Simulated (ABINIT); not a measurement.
# Quasiparticle gap of CsCaH3 (Pm-3m) in ABINIT, part 3 of 3

Wanted: ground state, empty states, screening and self-energy for CsCaH3 (Pm-3m).

ABINIT 10.8.3; LDA and many-body steps on it, plane waves. Known limits of the many-body steps: not at the basis limit; no spin-orbit coupling; coarse k mesh.

So far. Step 4 (Empty states on the mesh, 2×2×2 mesh, 55 bands): On this mesh the gap is 2.810 eV. Step 5 (Screening, 2×2×2 mesh, 51 bands, screening to 87.1 eV): Local fields lower ε∞ by 11 %. On a Γ-centred mesh this coarse the value itself is usually too large, while a short band sum pulls it down.

## 6. Self-energy, 2×2×2 mesh, 51 bands, screening to 87.1 eV

The self-energy is evaluated for the states that the input lists, and the levels follow from it, in one-shot runs by the linearised quasiparticle equation.

This step: G0W0 on LDA, plane waves, norm-conserving pseudopotentials.

Contents of run.abi:

```
acell 3*1.0 Angstrom
rprim 
  4.621186000000 0.000000000000 0.000000000000
  0.000000000000 4.621186000000 0.000000000000
  0.000000000000 0.000000000000 4.621186000000
ntypat 3
znucl 55 20 1
natom 5
typat 1 2 3 3 3
xred 
  0.000000000000 0.000000000000 0.000000000000
  0.500000000000 0.500000000000 0.500000000000
  0.500000000000 0.000000000000 0.500000000000
  0.000000000000 0.500000000000 0.500000000000
  0.500000000000 0.500000000000 0.000000000000
pp_dirpath "pseudos"
pseudos "Cs.upf, Ca.upf, H.upf"
ecut 31
ngkpt 2 2 2
nshiftk 1
shiftk 0 0 0
kptopt 1
chksymbreak 0
istwfk *1
occopt 1
irdwfk 1
optdriver 4
nband 51
gwcalctyp 0
ecutsigx 31
symsigma 1
nkptgw 2
kptgw 
  0.5000000000 0.5000000000 0.0000000000
  0.0000000000 0.0000000000 0.0000000000
bdgw 
  10 14
  10 14
ecuteps 3.2
irdscr 1
ppmodel 1
indata_prefix "in"
outdata_prefix "out"
tmpdata_prefix "tmp"
```

The run is started by

```console
> OMP_NUM_THREADS=1 mpirun -n 4 abinit run.abi > log
```

Numbers of over 12 decimals in the logs are rounded to 6 here.

The log of the run:

```text
.Version 10.8.3 of ABINIT. v10.8.2 released Aug 2026.

 Symmetries : space group Pm -3 m (#221); Bravais cP (primitive cubic)
[... echo of the input left out ...]
== DATASET  1 ==================================================================
-   mpi_nproc: 4, omp_nthreads: 1 (-1 if OMP is not activated)

--- !DatasetInfo
iteration_state: {dtset: 1, }
dimensions: {natom: 5, nkpt: 4, mband: 51, nsppol: 1, nspinor: 1, nspden: 1, mpw: 5520, }
cutoff_energies: {ecut:  31.0, pawecutdg:  -1.0, }
electrons: {nelect:   2.20000000E+01, charge:   0.00000000E+00, occopt:   1.00000000E+00, tsmear:   1.00000000E-02, }

 SIGMA: Calculation of the GW corrections

 Based on a program developped by R.W. Godby, V. Olevano, G. Onida, and L. Reining.
 Incorporated in ABINIT by V. Olevano, G.-M. Rignanese, and M. Torrent.
.Using double precision arithmetic ; gwpc =  8

[... cell and pseudopotentials left out ...]
--------------------------------------------------------------------------------

 ==== K-mesh for the wavefunctions ====
 Number of points in the irreducible wedge :     4
[... list of points left out ...]
 Together with 48 symmetry operations and time-reversal symmetry
 yields     8 points in the full Brillouin Zone.

 ==== Q-mesh for screening function ====
 Number of points in the irreducible wedge :     4
[... list of points left out ...]
 Together with 48 symmetry operations and time-reversal symmetry
 yields     8 points in the full Brillouin Zone.

 vcoul_init : cutoff-mode = AUXILIARY_FUNCTION
 q-points for optical limit:   1
     1)      0.000010    0.000020    0.000030
 setmesh: FFT mesh size selected  =    45x   45x   45
          total number of points  =        91125

 Number of electrons calculated from density =   22.0000; Expected =   22.0000
 average of density, n =  0.033034
 r_s =    1.9334
 omega_plasma =   17.5323 [eV]

 === KS Band Gaps ===
  >>>> For spin  1
   Minimum direct gap =   2.8099 [eV], located at k-point      :   0.5000  0.5000  0.0000
   Fundamental gap    =   2.8099 [eV], Top of valence bands at :   0.5000  0.5000  0.0000
                                       Bottom of conduction at :   0.5000  0.5000  0.0000
 SIGMA fundamental parameters:
 PLASMON POLE MODEL  1
 number of plane-waves for SigmaX                 5449
 number of plane-waves for SigmaC and W            179
 number of plane-waves for wavefunctions          5449
 number of bands                                    51
 number of independent spin polarizations            1
 number of spinorial components                      1
 number of k-points in IBZ                           4
 number of q-points in IBZ                           4
 number of symmetry operations                      48
 number of k-points in BZ                            8
 number of q-points in BZ                            8
 number of frequencies for dSigma/dE                 9
 frequency step for dSigma/dE [eV]                0.25
 number of omega for Sigma on real axis              0
 max omega for Sigma on real axis  [eV]           0.00
 zcut for avoiding poles [eV]                     0.10

 EPSILON^-1 parameters (SCR file):
 dimension of the eps^-1 matrix on file            179
 dimension of the eps^-1 matrix used               179
 number of plane-waves for wavefunctions          5449
 number of bands                                    51
 number of q-points in IBZ                           4
 number of frequencies                               2
 number of real frequencies                          1
 number of imag frequencies                          1

 matrix elements of self-energy operator (all in [eV])

 Perturbative Calculation

--- !SelfEnergy_ee
iteration_state: {dtset: 1, }
kpoint     : [   0.500,    0.500,    0.000, ]
spin       : 1
KS_gap     :    2.810
QP_gap     :    5.047
Delta_QP_KS:    2.237
data: !SigmaeeData |
     Band     E0 <VxcDFT>   SigX SigC(E0)      Z dSigC/dE  Sig(E)    E-E0       E
       10   1.393 -10.765 -14.152   2.460   0.783  -0.278 -11.491  -0.725   0.668
       11   1.393 -10.765 -14.152   2.460   0.783  -0.278 -11.491  -0.725   0.668
       12   4.203  -8.802  -3.896  -3.069   0.823  -0.214  -7.290   1.512   5.715
       13   5.627 -10.663  -4.769  -3.392   0.813  -0.231  -8.630   2.033   7.660
       14   5.627 -10.663  -4.769  -3.392   0.813  -0.231  -8.630   2.033   7.660

--- !SelfEnergy_ee
iteration_state: {dtset: 1, }
kpoint     : [   0.000,    0.000,    0.000, ]
spin       : 1
KS_gap     :    6.031
QP_gap     :    9.117
Delta_QP_KS:    3.086
data: !SigmaeeData |
     Band     E0 <VxcDFT>   SigX SigC(E0)      Z dSigC/dE  Sig(E)    E-E0       E
       10   0.726 -10.488 -13.531   2.356   0.776  -0.288 -11.021  -0.533   0.193
       11   0.726 -10.488 -13.531   2.356   0.776  -0.288 -11.021  -0.533   0.193
       12   6.757 -12.781  -5.761  -3.789   0.790  -0.266 -10.228   2.553   9.310
       13   6.757 -12.781  -5.761  -3.789   0.790  -0.266 -10.228   2.553   9.310
       14   6.757 -12.781  -5.761  -3.789   0.790  -0.266 -10.228   2.553   9.310

== END DATASET(S) ==============================================================
================================================================================

 -outvars: echo values of variables after computation  --------
           etotal      0.0000000000E+00
            nband          51
             nkpt           4
          spgroup         221
 [... the other variables as echoed above ...]

 Calculation completed.
```

Run time: 3.9 s. Hardware: 4 MPI ranks of Arm Neoverse V2, shared host; peak memory 0.59 GiB.

Numbers from this step:

```
G0W0 gap on the points computed              : 5.047 eV
starting gap on the mesh                     : 2.810 eV
k of the valence top                         : 0.5, 0.5, 0
k of the conduction bottom                   : 0.5, 0.5, 0
Z at the valence top                         : 0.783
Z at the conduction bottom                   : 0.823
least direct G0W0 gap on the computed points : 5.047 eV
```

The gap on the mesh goes from 2.81 eV to 5.05 eV, a correction of +2.24 eV.

Limits: finite bands, cutoff and mesh; no spin-orbit coupling; coarse k mesh. v1 is the top filled band, c1 the lowest empty one. The levels before and after the correction (eV, zero at the valence-band top of each column):

|  | conduction bottom | valence top |
| --- | --- | --- |
| Kohn-Sham | 2.81 | 0.00 |
| G0W0 | 5.05 | 0.00 |

|  | level | energy (eV) |
| --- | --- | --- |
| Kohn-Sham | (0.5 0.5 0) v2-v1 | 0.000 |
| Kohn-Sham | (0.5 0.5 0) c1 | 2.810 |
| Kohn-Sham | (0.5 0.5 0) c2-c3 | 4.233 |
| G0W0 | (0.5 0.5 0) v2-v1 | 0.000 |
| G0W0 | (0.5 0.5 0) c1 | 5.047 |
| G0W0 | (0.5 0.5 0) c2-c3 | 6.992 |

## 7. Where the time went

Times are wall times on 4 MPI ranks of Arm Neoverse V2, shared host, good to a factor of about two.

| step | time | share | memory (GiB) |
| --- | --- | --- | --- |
| ground state | 12 s | 19 % | 0.33 |
| bands along the symmetry lines | 33 s | 50 % | 0.34 |
| empty states on the mesh | 11 s | 17 % | 0.3 |
| screening | 5 s | 8 % | 0.63 |
| self-energy | 3.9 s | 6 % | 0.59 |

## 8. Outcome

| Item | Value |
| --- | --- |
| LDA gap | 2.81 eV, direct |
| G0W0 gap on the mesh | 5.05 eV |
| GW settings | 2×2×2 mesh, 51 bands, screening to 87.1 eV, Godby-Needs plasmon pole |
| known limits | not at the basis limit; no spin-orbit coupling; coarse k mesh |

**Reading.** G0W0 moves the gap on the mesh from 2.81 eV to 5.05 eV (+2.24 eV), with Z of 0.78 and 0.82 at the edges. Local fields lower the RPA ε∞ on this mesh from 4.89 to 4.33; a Γ-centred mesh this coarse tends to raise both, most where the direct gap is narrow, while a short band sum lowers them. Only 2 of the mesh's irreducible points were corrected, so a valley elsewhere could overtake. The dearest step here is «bands along the symmetry lines». Bands and cutoff are finite, so the gap is not at the basis limit. The miss can reach some tenths of an eV and take either sign; the mesh is an error of its own. In the G0W0 run levels were corrected at 2 k points alone, so a gap called «on the mesh» is the least over those, and an edge elsewhere would be missed. The 2×2×2 mesh is coarse for this cell, which bears on the long-range parts of exchange and screening. This is the ideal cubic cell; many perovskites, halides above all, are cubic only on average, and local tilts or off-centring can widen the gap. The many-body steps are scalar-relativistic: spin-orbit coupling is not in them.

[Paths, hosts, dates, memory and timing lines, banners, echoed tables and standing remarks are left out of the program output.]

[Logs are printed without paths, hosts, clocks, repeated set-up lines and the standing remarks that a program may print on its own settings, such as how far it seeks lower states.]

[Runs of the session that timed out or met a known fault of the program may be left out.]

[Hosts, paths, dates, database ids (printed as entryN), source tags and the programs' standing remarks are cut or masked in the printed files.]

[G0W0 gaps are taken among the corrected bands and points alone; a level outside them can change the order at an edge.]

[Where Ansatz stands beside ABINIT at settings called matched, ABINIT's density can come from a denser mesh and the files from another edition; pairs whose starting gaps differed by over 0.03 eV were left out, so agreement reads better than it is.]
